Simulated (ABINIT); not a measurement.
# Quasiparticle gap of BaAlGeH (P3m1) in ABINIT, part 2 of 2

Wanted: ground state, empty states, screening and self-energy for BaAlGeH (P3m1).

ABINIT 10.8.3; PBEsol and many-body steps on it, plane waves. Known limits of the many-body steps: not at the basis limit; mesh may overstate the screening; no spin-orbit coupling; coarse k mesh.

So far. Step 2 (Ground state): The gap is indirect, with the least direct gap 0.52 eV higher. Step 3 (Empty states on the mesh, 3×3×2 mesh, 80 bands): On this mesh the gap is 1.132 eV. The earlier step found 0.787 eV, so this mesh misses an edge.

**4. Screening, 3×3×2 mesh, 74 bands, screening to 106.1 eV**

The RPA dielectric matrix is built and inverted for each q.

This step: RPA screening on PBEsol, plane waves, norm-conserving pseudopotentials.

run.abi reads:

```
acell 3*1.0 Angstrom
rprim 
  4.344840000012 -0.000000000003 0.000000000000
  -2.172420000004 3.762741815391 0.000000000000
  0.000000000000 0.000000000000 5.216060000000
ntypat 4
znucl 56 13 32 1
natom 4
typat 1 2 3 4
xred 
  0.000000000000 0.000000000000 0.000000000000
  0.666666666667 0.333333333333 0.539500000000
  0.333333333333 0.666666666667 0.455100000000
  0.666666666667 0.333333333333 0.870300000000
pp_dirpath "pseudos"
pseudos "Ba.upf, Al.upf, Ge.upf, H.upf"
ecut 56
ngkpt 3 3 2
nshiftk 1
shiftk 0 0 0
kptopt 1
chksymbreak 0
istwfk *1
occopt 1
irdwfk 1
optdriver 3
nband 74
ecuteps 3.9
inclvkb 2
awtr 1
symchi 1
indata_prefix "in"
outdata_prefix "out"
tmpdata_prefix "tmp"
```

The run is started by

```sh
OMP_NUM_THREADS=1 mpirun -n 4 abinit run.abi > log
```

Numbers of over 12 decimals in the logs are rounded to 6 here.

Log:

```text
.Version 10.8.3 of ABINIT. v10.8.2 released Aug 2026.

 Symmetries : space group P3 m 1 (#156); Bravais hP (primitive hexag.)
[... echo of the input left out ...]
== DATASET  1 ==================================================================
-   mpi_nproc: 4, omp_nthreads: 1 (-1 if OMP is not activated)

--- !DatasetInfo
iteration_state: {dtset: 1, }
dimensions: {natom: 4, nkpt: 6, mband: 74, nsppol: 1, nspinor: 1, nspden: 1, mpw: 11532, }
cutoff_energies: {ecut:  56.0, pawecutdg:  -1.0, }
electrons: {nelect:   3.60000000E+01, charge:   0.00000000E+00, occopt:   1.00000000E+00, tsmear:   1.00000000E-02, }

 SCREENING: Calculation of the susceptibility and dielectric matrices

 Based on a program developped by R.W. Godby, V. Olevano, G. Onida, and L. Reining.
 Incorporated in ABINIT by V. Olevano, G.-M. Rignanese, and M. Torrent.
.Using double precision arithmetic ; gwpc =  8

[... cell and pseudopotentials left out ...]
--------------------------------------------------------------------------------

 ==== K-mesh for the wavefunctions ====
 Number of points in the irreducible wedge :     6
[... list of points left out ...]
 Together with  6 symmetry operations and time-reversal symmetry
 yields    18 points in the full Brillouin Zone.

 ==== Q-mesh for the screening function ====
 Number of points in the irreducible wedge :     6
[... list of points left out ...]
 Together with  6 symmetry operations and time-reversal symmetry
 yields    18 points in the full Brillouin Zone.

 setmesh: FFT mesh size selected  =    32x   32x   45
          total number of points  =        46080

 vcoul_init : cutoff-mode = AUXILIARY_FUNCTION
 q-points for optical limit:   1
     1)      0.000010    0.000020    0.000030

- screening: taking advantage of time-reversal symmetry
- Maximum band index for partially occupied states nbvw = 18
- Remaining bands to be divided among processors   nbcw = 56
- Number of bands treated by each node ~14

 Number of electrons calculated from density =   36.0000; Expected =   36.0000
 average of density, n =  0.062558
 r_s =    1.5627
 omega_plasma =   24.1267 [eV]

 calculating chi0 at frequencies [eV] :
  1    0.000000E+00    0.000000E+00
  2    0.000000E+00    2.412671E+01

--------------------------------------------------------------------------------
  q-point number  1        q = ( 0.000000, 0.000000, 0.000000) [r.l.u.]
--------------------------------------------------------------------------------
[... chi0 elements left out ...]
 For q-point:  0.000010 0.000020 0.000030
  dielectric constant =  25.8487
  dielectric constant without local fields =  29.0174

  Average fulfillment of the sum rule on Im[epsilon] for q-point    1 :     41.82  [%]
[... wings left out ...]
  q-point number  2        q = ( 0.333333, 0.000000, 0.000000) [r.l.u.]
--------------------------------------------------------------------------------
[... chi0 elements left out ...]
  Average fulfillment of the sum rule on Im[epsilon] for q-point    2 :     47.38  [%]

 [... 4 further q-points ...]
```

The job ended after 58 s (4 MPI ranks of Intel Xeon Platinum 8259CL at 2.50GHz (Skylake/Cascade Lake), shared host; peak memory 1.2 GiB; 3.8 min of CPU time).

This step gave:

```yaml
eps_infinity_with_local_fields_on_this_mesh_along_the_program_s_q_direction: 25.85
the_same_without_local_fields: 29.02
plasma_frequency: 24.13 eV
plane_waves_in_the_screening_matrix: 225
```

Local fields lower ε∞ by 11 %. On a Γ-centred mesh this coarse the value itself is usually too large, while a short band sum pulls it down.

**5. Self-energy, 3×3×2 mesh, 74 bands, screening to 106.1 eV**

The self-energy is evaluated for the states that the input lists, and the levels follow from it, in one-shot runs by the linearised quasiparticle equation.

This step: G0W0 on PBEsol, plane waves, norm-conserving pseudopotentials.

Changes to run.abi since step 4:

```diff
@@ -25,8 +25,17 @@
 irdwfk 1
-optdriver 3
+optdriver 4
 nband 74
+gwcalctyp 0
+ecutsigx 56
+symsigma 1
+nkptgw 2
+kptgw 
+  0.0000000000 0.0000000000 0.5000000000
+  0.0000000000 0.0000000000 0.0000000000
+bdgw 
+  16 21
+  17 21
 ecuteps 3.9
-inclvkb 2
-awtr 1
-symchi 1
+irdscr 1
+ppmodel 1
 indata_prefix "in"
```

Log:

```text
.Version 10.8.3 of ABINIT. v10.8.2 released Aug 2026.

 Symmetries : space group P3 m 1 (#156); Bravais hP (primitive hexag.)
[... echo of the input left out ...]
== DATASET  1 ==================================================================
-   mpi_nproc: 4, omp_nthreads: 1 (-1 if OMP is not activated)

--- !DatasetInfo
iteration_state: {dtset: 1, }
dimensions: {natom: 4, nkpt: 6, mband: 74, nsppol: 1, nspinor: 1, nspden: 1, mpw: 11532, }
cutoff_energies: {ecut:  56.0, pawecutdg:  -1.0, }
electrons: {nelect:   3.60000000E+01, charge:   0.00000000E+00, occopt:   1.00000000E+00, tsmear:   1.00000000E-02, }

 SIGMA: Calculation of the GW corrections

 Based on a program developped by R.W. Godby, V. Olevano, G. Onida, and L. Reining.
 Incorporated in ABINIT by V. Olevano, G.-M. Rignanese, and M. Torrent.
.Using double precision arithmetic ; gwpc =  8

[... cell and pseudopotentials left out ...]
--------------------------------------------------------------------------------

 ==== K-mesh for the wavefunctions ====
 Number of points in the irreducible wedge :     6
[... list of points left out ...]
 Together with  6 symmetry operations and time-reversal symmetry
 yields    18 points in the full Brillouin Zone.

 ==== Q-mesh for screening function ====
 Number of points in the irreducible wedge :     6
[... list of points left out ...]
 Together with  6 symmetry operations and time-reversal symmetry
 yields    18 points in the full Brillouin Zone.

 vcoul_init : cutoff-mode = AUXILIARY_FUNCTION
 q-points for optical limit:   1
     1)      0.000010    0.000020    0.000030
 setmesh: FFT mesh size selected  =    48x   48x   72
          total number of points  =       165888

 Number of electrons calculated from density =   36.0000; Expected =   36.0000
 average of density, n =  0.062558
 r_s =    1.5627
 omega_plasma =   24.1267 [eV]

 === KS Band Gaps ===
  >>>> For spin  1
   Minimum direct gap =   1.3497 [eV], located at k-point      :   0.0000  0.0000  0.5000
   Fundamental gap    =   1.1320 [eV], Top of valence bands at :   0.0000  0.0000  0.5000
                                       Bottom of conduction at :   0.0000  0.0000  0.0000
 SIGMA fundamental parameters:
 PLASMON POLE MODEL  1
 number of plane-waves for SigmaX                11523
 number of plane-waves for SigmaC and W            225
 number of plane-waves for wavefunctions         11523
 number of bands                                    74
 number of independent spin polarizations            1
 number of spinorial components                      1
 number of k-points in IBZ                           6
 number of q-points in IBZ                           6
 number of symmetry operations                       6
 number of k-points in BZ                           18
 number of q-points in BZ                           18
 number of frequencies for dSigma/dE                 9
 frequency step for dSigma/dE [eV]                0.25
 number of omega for Sigma on real axis              0
 max omega for Sigma on real axis  [eV]           0.00
 zcut for avoiding poles [eV]                     0.10

 EPSILON^-1 parameters (SCR file):
 dimension of the eps^-1 matrix on file            225
 dimension of the eps^-1 matrix used               225
 number of plane-waves for wavefunctions         11523
 number of bands                                    74
 number of q-points in IBZ                           6
 number of frequencies                               2
 number of real frequencies                          1
 number of imag frequencies                          1

 matrix elements of self-energy operator (all in [eV])

 Perturbative Calculation

--- !SelfEnergy_ee
iteration_state: {dtset: 1, }
kpoint     : [   0.000,    0.000,    0.500, ]
spin       : 1
KS_gap     :    1.350
QP_gap     :    1.793
Delta_QP_KS:    0.443
data: !SigmaeeData |
     Band     E0 <VxcDFT>   SigX SigC(E0)      Z dSigC/dE  Sig(E)    E-E0       E
       16   5.840 -11.468 -12.932   1.428   0.779  -0.284 -11.496  -0.028   5.812
       17   5.840 -11.468 -12.932   1.428   0.779  -0.284 -11.496  -0.028   5.812
       18   5.885 -10.816 -12.000   1.185   0.776  -0.288 -10.815   0.001   5.886
       19   7.235 -10.942  -6.831  -3.543   0.782  -0.279 -10.498   0.444   7.679
       20   7.820  -9.640  -5.449  -3.679   0.789  -0.267  -9.236   0.405   8.225
       21   7.820  -9.640  -5.449  -3.679   0.789  -0.267  -9.236   0.405   8.225

--- !SelfEnergy_ee
iteration_state: {dtset: 1, }
kpoint     : [   0.000,    0.000,    0.000, ]
spin       : 1
KS_gap     :    1.553
QP_gap     :    1.939
Delta_QP_KS:    0.385
data: !SigmaeeData |
     Band     E0 <VxcDFT>   SigX SigC(E0)      Z dSigC/dE  Sig(E)    E-E0       E
       17   5.464 -10.985 -12.398   1.366   0.779  -0.284 -11.022  -0.036   5.428
       18   5.464 -10.985 -12.398   1.366   0.779  -0.284 -11.022  -0.036   5.428
       19   7.017 -10.278  -6.345  -3.487   0.783  -0.277  -9.929   0.349   7.367
       20   9.188 -10.155  -5.636  -3.909   0.784  -0.276  -9.677   0.479   9.666
       21   9.188 -10.155  -5.636  -3.909   0.784  -0.276  -9.677   0.479   9.666

== END DATASET(S) ==============================================================
================================================================================

 -outvars: echo values of variables after computation  --------
           etotal      0.0000000000E+00
            nband          74
             nkpt           6
          spgroup         156
 [... the other variables as echoed above ...]

 Calculation completed.
```

Wall time 21 s (4 MPI ranks); peak memory 1 GiB; 84 s of CPU time.

This step gave:

```
G0W0 gap on the points computed              : 1.481 eV
starting gap on the mesh                     : 1.132 eV
k of the valence top                         : 0, 0, 0.5
k of the conduction bottom                   : 0, 0, 0
Z at the valence top                         : 0.776
Z at the conduction bottom                   : 0.783
least direct G0W0 gap on the computed points : 1.793 eV
```

The gap on the mesh goes from 1.13 eV to 1.48 eV, a correction of +0.35 eV. The start differs from the 0.79 eV found before because the two sample other k points.

Limits: finite bands, cutoff and mesh; no spin-orbit coupling; coarse k mesh. v1 is the top filled band, c1 the lowest empty one. Levels before and after the correction, in eV, zero at the valence-band top of each column:

|  | conduction bottom | valence top |
| --- | --- | --- |
| Kohn-Sham | 1.13 | 0.00 |
| G0W0 | 1.48 | 0.00 |

|  | level | energy (eV) |
| --- | --- | --- |
| Kohn-Sham | (0 0 0.5) v3-v2 | -0.045 |
| Kohn-Sham | (0 0 0.5) v1 | 0.000 |
| Kohn-Sham | (0 0 0.5) c1 | 1.350 |
| Kohn-Sham | (0 0 0.5) c2-c3 | 1.935 |
| Kohn-Sham | Γ v2-v1 | -0.422 |
| Kohn-Sham | Γ c1 | 1.132 |
| Kohn-Sham | Γ c2-c3 | 3.302 |
| G0W0 | (0 0 0.5) v3-v2 | -0.074 |
| G0W0 | (0 0 0.5) v1 | 0.000 |
| G0W0 | (0 0 0.5) c1 | 1.793 |
| G0W0 | (0 0 0.5) c2-c3 | 2.339 |
| G0W0 | Γ v2-v1 | -0.458 |
| G0W0 | Γ c1 | 1.481 |
| G0W0 | Γ c2-c3 | 3.780 |

**6. Where the time went**

Times are wall times on 4 MPI ranks of Intel Xeon Platinum 8259CL at 2.50GHz (Skylake/Cascade Lake), shared host, good to a factor of about two.

| step | time | share | memory (GiB) |
| --- | --- | --- | --- |
| ground state | 3.5 min | 51 % | 0.71 |
| empty states on the mesh | 2 min | 30 % | 0.5 |
| screening | 58 s | 14 % | 1.2 |
| self-energy | 21 s | 5 % | 1.0 |

**7. What came out**

* PBEsol gap: 0.79 eV, indirect
* G0W0 gap on the mesh: 1.48 eV
* G0W0 gap over the zone (rigid shift): 1.14 eV
* GW settings: 3×3×2 mesh, 74 bands, screening to 106.1 eV, Godby-Needs plasmon pole
* known limits: not at the basis limit; mesh may overstate the screening; no spin-orbit coupling; coarse k mesh

What this shows: G0W0 moves the gap on the mesh from 1.13 eV to 1.48 eV (+0.35 eV), with Z of 0.78 and 0.78 at the edges. The mesh misses the band edges by 0.35 eV in all; a rigid shift gives 1.14 eV for the zone. Local fields lower the RPA ε∞ on this mesh from 29.02 to 25.85; a Γ-centred mesh this coarse tends to raise both, most where the direct gap is narrow, while a short band sum lowers them. Only 2 of the mesh's irreducible points were corrected, so a valley elsewhere could overtake. The dearest step here is «ground state». Bands and cutoff are finite, so the gap is not at the basis limit. The miss can reach some tenths of an eV and take either sign; the mesh is an error of its own. In the G0W0 run levels were corrected at 2 k points alone, so a gap called «on the mesh» is the least over those, and an edge elsewhere would be missed. A denser mesh or path gives a starting gap of 0.79 eV: the GW mesh misses a band edge, so its gaps are not the fundamental one. The 3×3×2 mesh is coarse for this cell, which bears on the long-range parts of exchange and screening. The RPA ε∞ on this mesh reaches over 25; with a narrow direct gap a coarse mesh can overstate it, and the correction is then too small. The many-body steps are scalar-relativistic: spin-orbit coupling is not in them.

[Paths, hosts, dates, memory and timing lines, banners, echoed tables and standing remarks are left out of the program output.]

[Logs are printed without paths, hosts, clocks, repeated set-up lines and the standing remarks that a program may print on its own settings, such as how far it seeks lower states.]

[Runs of the session that timed out or met a known fault of the program may be left out.]

[Hosts, paths, dates, database ids (printed as entryN), source tags and the programs' standing remarks are cut or masked in the printed files.]

[G0W0 gaps are taken among the corrected bands and points alone; a level outside them can change the order at an edge.]

[Where Ansatz stands beside ABINIT at settings called matched, ABINIT's density can come from a denser mesh and the files from another edition; pairs whose starting gaps differed by over 0.03 eV were left out, so agreement reads better than it is.]
